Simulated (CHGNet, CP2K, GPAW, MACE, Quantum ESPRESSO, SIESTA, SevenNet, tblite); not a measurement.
# Which run comes nearest? Twisted Ti2CO2 MXene bilayer, 38.21° (70 atoms)

The cell holds 70 atoms: 14 C, 28 Ti and 28 O. Its edges and angles: a = 8.017 Å, b = 8.017 Å, c = 23.800 Å, α = 90.0°, β = 90.0°, γ = 120.0°. It derives from Ti2CO2 (Ti2CO2 MXene). Ti2CO2 MXene (a = 3.03 Å) under Ti2CO2 MXene (a = 3.03 Å), bilayer, commensurate cell of 7 unit cells a layer, twist 38.21 deg; facing planes 2.92 Å apart; 12 Å of vacuum; layers as built, displaced by a Gaussian of 0.01 Å. Then every atom was moved at random, 0.03 Å r.m.s. a Cartesian component. Regions: layer 1, 35 atoms (7 C, 14 Ti and 14 O); layer 2, 35 atoms (7 C, 14 Ti and 14 O). Vacuum lies along c.

Geometry: as built.

The reference, a calculation:

| Quantity | Value |
| --- | --- |
| method | Kohn-Sham DFT, PBE, SSSP efficiency 1.3.0 pseudopotentials, plane waves (Quantum ESPRESSO 7.5); sssp-pbe-1.3.0-efficiency, cutoffs 60/480 Ry, Γ point |
| r.m.s. force component | 0.4741 eV/Å |
| longest force | 1.644 eV/Å |
| gap (highest filled to lowest empty level) | 0.3976 eV |
| time | 29 min on 1 thread of Arm Neoverse V2, shared host |
| CPU time | 29 min |

**Question.** The same geometry is run in other programs. How far does each lie from the reference, and what does it cost?
- SevenNet l3i5 potential (SevenNet l3i5; 1 thread)
- QE PBE, sssp-1.3.0-efficiency, 30/240 Ry (Quantum ESPRESSO 7.5; 2 MPI ranks)
- SIESTA LDA, DZP, shift 0.01 Ry, mesh 500 Ry (SIESTA 5.4.2; 2 MPI ranks)
- GPAW PBE, LCAO dzp, h 0.18 Å (GPAW 26.7.0; 1 thread)
- GPAW PBE, LCAO szp(dzp), h 0.18 Å (GPAW 26.7.0; 1 thread)
- CHGNet r2SCAN potential (CHGNet r2SCAN; 1 thread)
- SIESTA PBE, DZP, shift 0.01 Ry, mesh 500 Ry (SIESTA 5.4.2; 2 MPI ranks)
- CP2K PBE, DZVP-MOLOPT-SR, 400/50 Ry, diagonalisation (CP2K 2026.2; 2 threads)
- SIESTA PBE, DZ, shift 0.01 Ry, mesh 500 Ry (SIESTA 5.4.2; 2 MPI ranks)
- GPAW revPBE, LCAO dzp, h 0.18 Å (GPAW 26.7.0; 1 thread)

Differences are against the plane-wave reference, forces as r.m.s. over components; share is that over the reference's r.m.s. force, slope the least-squares factor from reference forces to these. Total energies of different programs have different zeros and aren't compared.

```
                                                          run  Δ force, r.m.s. (meV/Å)  share (%)  slope  Δ gap (eV)  cores  CPU time  memory (GiB)
                                                    reference                        -          -      -           -      1    29 min           4.2
                                      SevenNet l3i5 potential                      220       46.4  0.802           -      1     8.4 s           1.4
            QE PBE, sssp-1.3.0-efficiency, 30/240 Ry (coarse)                     21.6       4.56  1.015     -0.0051      2    11 min           1.5
                  SIESTA LDA, DZP, shift 0.01 Ry, mesh 500 Ry                      208       43.9  0.952           -      2   7.8 min           1.8
                                 GPAW PBE, LCAO dzp, h 0.18 Å                      198       41.7  1.089     -0.0353      1   8.7 min           1.8
                   GPAW PBE, LCAO szp(dzp), h 0.18 Å (coarse)                      199       41.9  1.089     -0.0939      1   5.9 min           1.7
                                      CHGNet r2SCAN potential                      299       63.0  0.412           -      1     3.4 s           1.2
                  SIESTA PBE, DZP, shift 0.01 Ry, mesh 500 Ry                     78.1       16.5  1.039           -      2   8.1 min           1.7
CP2K PBE, DZVP-MOLOPT-SR, 400/50 Ry, diagonalisation (coarse)                     61.6       13.0  1.034           -      2   8.8 min           2.6
          SIESTA PBE, DZ, shift 0.01 Ry, mesh 500 Ry (coarse)                      150       31.6  0.971           -      2   4.3 min           1.3
                              GPAW revPBE, LCAO dzp, h 0.18 Å                      269       56.7  1.116     -0.0325      1   8.7 min           1.8
```

Rows marked coarse were listed beforehand as settings not expected to be converged; some can still land near the reference.

Times of the machine-learned potentials are mostly Python's start and the loading of weights.

CPU time is summed over cores on a shared host, where runs went side by side, so it is rough. Symmetry, cutoffs, thresholds, outputs and thread counts weren't matched or tuned between programs; memory under MPI is the largest rank's times the ranks.

The PBE runs in local orbitals, coarse settings apart, differ by 16 % (SIESTA PBE, DZP, shift 0.01 Ry, mesh 500 Ry) to 42 % (GPAW PBE, LCAO dzp, h 0.18 Å); basis, grid and potentials can all enter. Machine-learned potentials differ by 46 % (SevenNet l3i5 potential) to 63 % (CHGNet r2SCAN potential); they were trained on other programs' data, some at another functional. Among those trained on PBE data the slope goes as low as 0.80, with a correlation of 0.89, so directions differ as well as sizes. Rows with another functional or a dispersion term differ by 44 % (SIESTA LDA, DZP, shift 0.01 Ry, mesh 500 Ry) to 57 % (GPAW revPBE, LCAO dzp, h 0.18 Å), which mixes the change of model with differences of basis and potentials. Runs with settings chosen to be coarse differ by 4.6 % (QE PBE, sssp-1.3.0-efficiency, 30/240 Ry) to 42 % (GPAW PBE, LCAO szp(dzp), h 0.18 Å), their programs' other errors included. Machine-learned potentials mimic data converged in k, so the reference's own k-point error enters their differences. The runs have no spin polarisation, so any moments at edges, vacancies or dangling bonds can't form. The electronic-structure runs sample only Γ, in a cell whose shortest periodic width is 7 Å.

[Logs are printed without paths, hosts, clocks, repeated set-up lines and the standing remarks that a program may print on its own settings, such as how far it seeks lower states.]

[Hosts, paths, dates, database ids (printed as entryN), source tags and the programs' standing remarks are cut or masked in the printed files.]
